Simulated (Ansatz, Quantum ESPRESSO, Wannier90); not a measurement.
# Ballistic channels from Wannier functions: zigzag Cu chain, bond 2.30 Å, width 1.2 Å, part 4 of 5

How many channels does the wire offer, and does a small Wannier basis get them right? The wire: zigzag Cu chain, bond 2.30 Å, width 1.2 Å.

Quantum ESPRESSO 7.5 and Wannier90 3.1.0; plane-wave DFT, LDA, GBRV ultrasoft pseudopotentials; cross-check by Ansatz 0.2.0 with PAW datasets.

So far. Step 2 (Ground state): The run needed 27 iterations to bring the estimated error under 1e-07 Ry; the largest force on any atom, held or free, is 0.67 eV/Å. Step 6 (Wannier functions and transport): Bands and channels are those of the Wannier model: bands that were not projected, and all outside the frozen window, are missing or only approximate.

### 9. Wannier functions and transport, with dist_cutoff = 8.63

Level of this step: maximally localised Wannier functions and ballistic conductance; plane-wave DFT, LDA, GBRV ultrasoft pseudopotentials (Wannier90).

A sensitivity test on the input.

wan_w.win reads:

```
num_wann = 12
num_bands = 37
num_iter = 200
num_print_cycles = 20
conv_tol = 1e-8
conv_window = 5
guiding_centres = true
dis_num_iter = 1500
dis_conv_tol = 1e-8
dis_win_min = -13.9255
dis_win_max = 6.0745
dis_froz_max = -1.4255
search_shells = 120
fermi_energy = -2.9255

transport = true
transport_mode = bulk
one_dim_axis = z
dist_cutoff = 8.63
dist_cutoff_mode = one_dim
tran_win_min = -4.0
tran_win_max = 2.0
tran_energy_step = 0.02

bands_plot = true
bands_num_points = 96
begin kpoint_path
G 0.0 0.0 0.0 Z 0.0 0.0 0.5
end kpoint_path

begin projections
Cu:s;d
end projections

begin unit_cell_cart
ang
  9.0000000000 0.0000000000 0.0000000000
  0.0000000000 8.0000000000 0.0000000000
  0.0000000000 0.0000000000 3.9242833741
end unit_cell_cart

begin atoms_frac
  Cu -0.0666666667 0.0000000000 0.0000000000
  Cu 0.0666666667 0.0000000000 0.5000000000
end atoms_frac

mp_grid = 1 1 10
begin kpoints
  0.0 0.0 0.0000000000
  0.0 0.0 0.1000000000
  0.0 0.0 0.2000000000
  0.0 0.0 0.3000000000
  0.0 0.0 0.4000000000
  0.0 0.0 0.5000000000
  0.0 0.0 0.6000000000
  0.0 0.0 0.7000000000
  0.0 0.0 0.8000000000
  0.0 0.0 0.9000000000
end kpoints
```

Command:

```
$ OMP_NUM_THREADS=1 wannier90.x wan_w > wan_w.run.log
```

Log:

```text
[banner, memory and clock lines left out]
+---------------------------------------------------+
             |                                                   |
             |                   WANNIER90                       |
             |                                                   |
             +---------------------------------------------------+
             |                                                   |
             |        Welcome to the Maximally-Localized         |
             |        Generalized Wannier Functions code         |
             |                             |
             |                                                   |
             |                                                   |
             |  Wannier90 Developer Group:                       |
             |    Giovanni Pizzi    (EPFL)                       |
             |    Valerio Vitale    (Cambridge)                  |
             |    David Vanderbilt  (Rutgers University)         |
             |    Nicola Marzari    (EPFL)                       |
             |    Ivo Souza         (Universidad del Pais Vasco) |
             |    Arash A. Mostofi  (Imperial College London)    |
             |    Jonathan R. Yates (University of Oxford)       |
             |                                                   |
             |  For the full list of Wannier90 3.x authors,      |
             |  please check the code documentation and the      |
             |  README on the GitHub page of the code            |
             |                                                   |
             |                                                   |
             |                                                   |
             |  [ref] "Wannier90 as a community code:            |
             |        new features and applications",            |
             |        165902 (2020).                             |
             |            |
             |                                                   |
             |  in any publications arising from the use of      |
             |                                                   |
             |  [ref] "Maximally Localized Generalised Wannier   |
             |         Functions for Composite Energy Bands"     |
             |         N. Marzari and D. Vanderbilt              |
             |         Phys. Rev. B 56 12847 (1997)              |
             |                                                   |
             |  [ref] "Maximally Localized Wannier Functions     |
             |         for Entangled Energy Bands"               |
             |         I. Souza, N. Marzari and D. Vanderbilt    |
             |         Phys. Rev. B 65 035109 (2001)             |
             |                                                   |
             |                                                   |
             | Copyright (c) 1996-2020                           |
             |        The Wannier90 Developer Group and          |
             |        individual contributors                    |
             |                                                   |
             |      Release: 3.1.0        5th March    2020      |
             |                                                   |
             | This program is free software; you can            |
             | redistribute it and/or modify it under the terms  |
             | of the GNU General Public License as published by |
             | the Free Software Foundation; either version 2 of |
             | the License, or (at your option) any later version|
             |                                                   |
             | This program is distributed in the hope that it   |
             | will be useful, but WITHOUT ANY WARRANTY; without |
             | even the implied warranty of MERCHANTABILITY or   |
             | FITNESS FOR A PARTICULAR PURPOSE. See the GNU     |
             | General Public License for more details.          |
             |                                                   |
             | You should have received a copy of the GNU General|
             | Public License along with this program; if not,   |
             | write to the Free Software Foundation, Inc.,      |
             | 675 Mass Ave, Cambridge, MA 02139, USA.           |
             |                                                   |
             +---------------------------------------------------+
[date or host left out]
             +---------------------------------------------------+

 ******************************************************************************
 * -> Using CODATA 2006 constant values                                       *
 *    (                      *
 * -> Using Bohr value from CODATA                                            *
 ******************************************************************************

 Running in serial (with parallel executable)

                                    ------
                                    SYSTEM
                                    ------

                              Lattice Vectors (Ang)
                    a_1     9.000000   0.000000   0.000000
                    a_2     0.000000   8.000000   0.000000
                    a_3     0.000000   0.000000   3.924283

                   Unit Cell Volume:     282.54840  (Ang^3)

                        Reciprocal-Space Vectors (Ang^-1)
                    b_1     0.698132   0.000000   0.000000
                    b_2     0.000000   0.785398   0.000000
                    b_3     0.000000   0.000000   1.601104

 *----------------------------------------------------------------------------*
 |   Site       Fractional Coordinate          Cartesian Coordinate (Ang)     |
 +----------------------------------------------------------------------------+
 | Cu   1  -0.06667   0.00000   0.00000   |   -0.60000   0.00000   0.00000    |
 | Cu   2   0.06667   0.00000   0.50000   |    0.60000   0.00000   1.96214    |
 *----------------------------------------------------------------------------*
                                ------------
                                K-POINT GRID
                                ------------

             Grid size =  1 x  1 x 10      Total points =   10

 *---------------------------------- MAIN ------------------------------------*
 |  Number of Wannier Functions               :                12             |
 |  Number of Objective Wannier Functions     :                12             |
 |  Number of input Bloch states              :                37             |
[...]
Delta: O_D=  0.2476938E-04 O_OD= -0.9990615E-04 O_TOT= -0.7513677E-04 <-- DLTA
 Cycle:     40
[...]
Sum of centres and spreads (  0.000000, -0.000000, 11.772850 )    12.10567909

     40    -0.274E-04     0.0187526925       12.1056790914       0.08  <-- CONV
        O_D=      0.2418360 O_OD=      0.6117038 O_TOT=     12.1056791 <-- SPRD
 Delta: O_D= -0.1420209E-03 O_OD=  0.1146152E-03 O_TOT= -0.2740566E-04 <-- DLTA
 Cycle:     60
[...]
Sum of centres and spreads (  0.000000, -0.000000, 11.772850 )    12.10498478

     60    -0.211E-04     0.0184051077       12.1049847846       0.11  <-- CONV
        O_D=      0.2388766 O_OD=      0.6139690 O_TOT=     12.1049848 <-- SPRD
 Delta: O_D= -0.1364025E-03 O_OD=  0.1153424E-03 O_TOT= -0.2106010E-04 <-- DLTA
 Cycle:     80
[...]
Sum of centres and spreads (  0.000000, -0.000000, 11.772850 )    12.10448700

     80    -0.337E-04     0.0231461246       12.1044870029       0.13  <-- CONV
        O_D=      0.2363965 O_OD=      0.6159513 O_TOT=     12.1044870 <-- SPRD
 Delta: O_D= -0.7547043E-04 O_OD=  0.4181818E-04 O_TOT= -0.3365225E-04 <-- DLTA
 Cycle:    100
[...]
Sum of centres and spreads (  0.000000, -0.000000, 11.772850 )    12.10418194

    100    -0.113E-04     0.0114249447       12.1041819435       0.15  <-- CONV
        O_D=      0.2345454 O_OD=      0.6174973 O_TOT=     12.1041819 <-- SPRD
 Delta: O_D= -0.8791542E-04 O_OD=  0.7656923E-04 O_TOT= -0.1134618E-04 <-- DLTA

 Writing checkpoint file wan_w.chk... done

 Cycle:    120
[...]
Sum of centres and spreads (  0.000000, -0.000000, 11.772850 )    12.10390885

    120    -0.803E-05     0.0119058844       12.1039088519       0.18  <-- CONV
        O_D=      0.2325363 O_OD=      0.6192333 O_TOT=     12.1039089 <-- SPRD
 Delta: O_D= -0.9881941E-04 O_OD=  0.9078721E-04 O_TOT= -0.8032197E-05 <-- DLTA
 Cycle:    140
[...]
Sum of centres and spreads (  0.000000, -0.000000, 11.772850 )    12.10371477

    140    -0.130E-04     0.0150784116       12.1037147707       0.20  <-- CONV
        O_D=      0.2309146 O_OD=      0.6206610 O_TOT=     12.1037148 <-- SPRD
 Delta: O_D= -0.4675456E-04 O_OD=  0.3372769E-04 O_TOT= -0.1302687E-04 <-- DLTA
 Cycle:    160
[...]
Sum of centres and spreads (  0.000000, -0.000000, 11.772850 )    12.10359417

    160    -0.454E-05     0.0073255560       12.1035941724       0.22  <-- CONV
        O_D=      0.2297016 O_OD=      0.6217534 O_TOT=     12.1035942 <-- SPRD
 Delta: O_D= -0.5889504E-04 O_OD=  0.5435926E-04 O_TOT= -0.4535776E-05 <-- DLTA
 Cycle:    180
[...]
Sum of centres and spreads (  0.000000, -0.000000, 11.772850 )    12.10348520

    180    -0.329E-05     0.0076311444       12.1034851961       0.25  <-- CONV
        O_D=      0.2283944 O_OD=      0.6229515 O_TOT=     12.1034852 <-- SPRD
 Delta: O_D= -0.6636357E-04 O_OD=  0.6307498E-04 O_TOT= -0.3288590E-05 <-- DLTA
 Cycle:    200
[...]
Sum of centres and spreads (  0.000000, -0.000000, 11.772850 )    12.10340541

    200    -0.535E-05     0.0096694944       12.1034054061       0.27  <-- CONV
        O_D=      0.2273302 O_OD=      0.6239360 O_TOT=     12.1034054 <-- SPRD
 Delta: O_D= -0.2823288E-04 O_OD=  0.2287818E-04 O_TOT= -0.5354702E-05 <-- DLTA

 Writing checkpoint file wan_w.chk... done

 Final State
[...]
WF centre and spread    5  ( -0.597943, -0.000000, -0.000000 )     0.45171937
  WF centre and spread    6  ( -0.594077, -0.000000,  0.000000 )     0.41854856
  WF centre and spread    7  (  0.647732,  0.000000,  1.962142 )     3.63969604
  WF centre and spread    8  (  0.585269,  0.000000,  1.962142 )     0.52993566
  WF centre and spread    9  (  0.600934, -0.000000,  1.962142 )     0.54039186
  WF centre and spread   10  (  0.591993, -0.000000,  1.962142 )     0.47141121
  WF centre and spread   11  (  0.597943, -0.000000,  1.962142 )     0.45171937
  WF centre and spread   12  (  0.594077, -0.000000,  1.962142 )     0.41854856
  Sum of centres and spreads (  0.000000, -0.000000, 11.772850 )    12.10340541

         Spreads (Ang^2)       Omega I      =    11.252139253
        ================       Omega D      =     0.227330203
                               Omega OD     =     0.623935950
    Final Spread (Ang^2)       Omega Total  =    12.103405406
 Time for wannierise            0.233 (sec)

 Writing checkpoint file wan_w.chk... done

 *---------------------------------------------------------------------------*
 |                               PLOTTING                                    |
 *---------------------------------------------------------------------------*

 Translated centres
    translation centre in fractional coordinate:  0.000000  0.000000  0.250000
  WF centre     1  ( -0.647732,  0.000000,  0.000000 )
  WF centre     2  ( -0.585269, -0.000000,  0.000000 )
  WF centre     3  ( -0.600934,  0.000000,  0.000000 )
  WF centre     4  ( -0.591993, -0.000000,  0.000000 )
  WF centre     5  ( -0.597943, -0.000000, -0.000000 )
  WF centre     6  ( -0.594077, -0.000000,  0.000000 )
  WF centre     7  (  0.647732,  0.000000,  1.962142 )
  WF centre     8  (  0.585269,  0.000000,  1.962142 )
  WF centre     9  (  0.600934, -0.000000,  1.962142 )
  WF centre    10  (  0.591993, -0.000000,  1.962142 )
  WF centre    11  (  0.597943, -0.000000,  1.962142 )
  WF centre    12  (  0.594077, -0.000000,  1.962142 )

 Calculating interpolated band-structure

 Time to calculate interpolated band structure       0.015 (sec)

 Time for plotting              0.018 (sec)

 *---------------------------------------------------------------------------*
 |                              TRANSPORT                                    |
 *---------------------------------------------------------------------------*

 Calculation of Quantum Conductance and DoS: bulk mode

 Maximum imaginary part of the real-space Hamiltonian:     0.000007

     Maximum real part of the real-space Hamiltonian at each lattice point
            Lattice point R           Max |H_ij(R)|
                  -6                     0.000000
                  -5                     0.000000
                  -4                     0.000000
                  -3                     0.000000
                  -2                     0.187581
                  -1                     1.244774
                   0                     4.517629
                   1                     1.244774
                   2                     0.187581
                   3                     0.000000
                   4                     0.000000
                   5                     0.000000
                   6                     0.000000

 Number of unit cells inside the principal layer:     2
 Number of Wannier Functions inside the principal layer:    24

 Calculating quantum conductance and density of states... done

 Time for transport             0.315 (sec)
 Total Execution Time           0.686 (sec)

 *===========================================================================*
 |                             TIMING INFORMATION                            |
 *===========================================================================*
 |    Tag                                                Ncalls      Time (s)|
 |---------------------------------------------------------------------------|
 |kmesh: get                                        :         1         0.012|
 |overlap: allocate                                 :         1         0.000|
 |overlap: read                                     :         1         0.066|
 |dis: main                                         :         1         0.038|
 |wann: main                                        :         1         0.233|
 |plot: main                                        :         1         0.018|
 |tran: main                                        :         1         0.315|
 *---------------------------------------------------------------------------*

 All done: wannier90 exiting
[key lines of the parts left out:]
|  Fermi energy (eV)                         :            -2.925             |
```

The job ended after 1.1 s (1 MPI rank of Arm Neoverse V1, shared host; peak memory 0.09 GiB).

The total spread is 12.1 against 12.1 Å². Between −2 and 1.5 eV the channel count differs from the first run's at 3 % of the energies, and at the Fermi level it is 1 against 1. Spreads don't depend on this cutoff; only the transport does.

(Continued in part 5 of 5.)

[Logs are printed without paths, hosts, clocks, repeated set-up lines and the standing remarks that a program may print on its own settings, such as how far it seeks lower states.]

[Hosts, paths, dates, database ids (printed as entryN), source tags and the programs' standing remarks are cut or masked in the printed files.]

[Maps of the electrostatic potential energy from Ansatz leave out the sawtooth potential of an applied field or a dipole correction, so their vacuum need not be flat; planar profiles and work functions include it.]
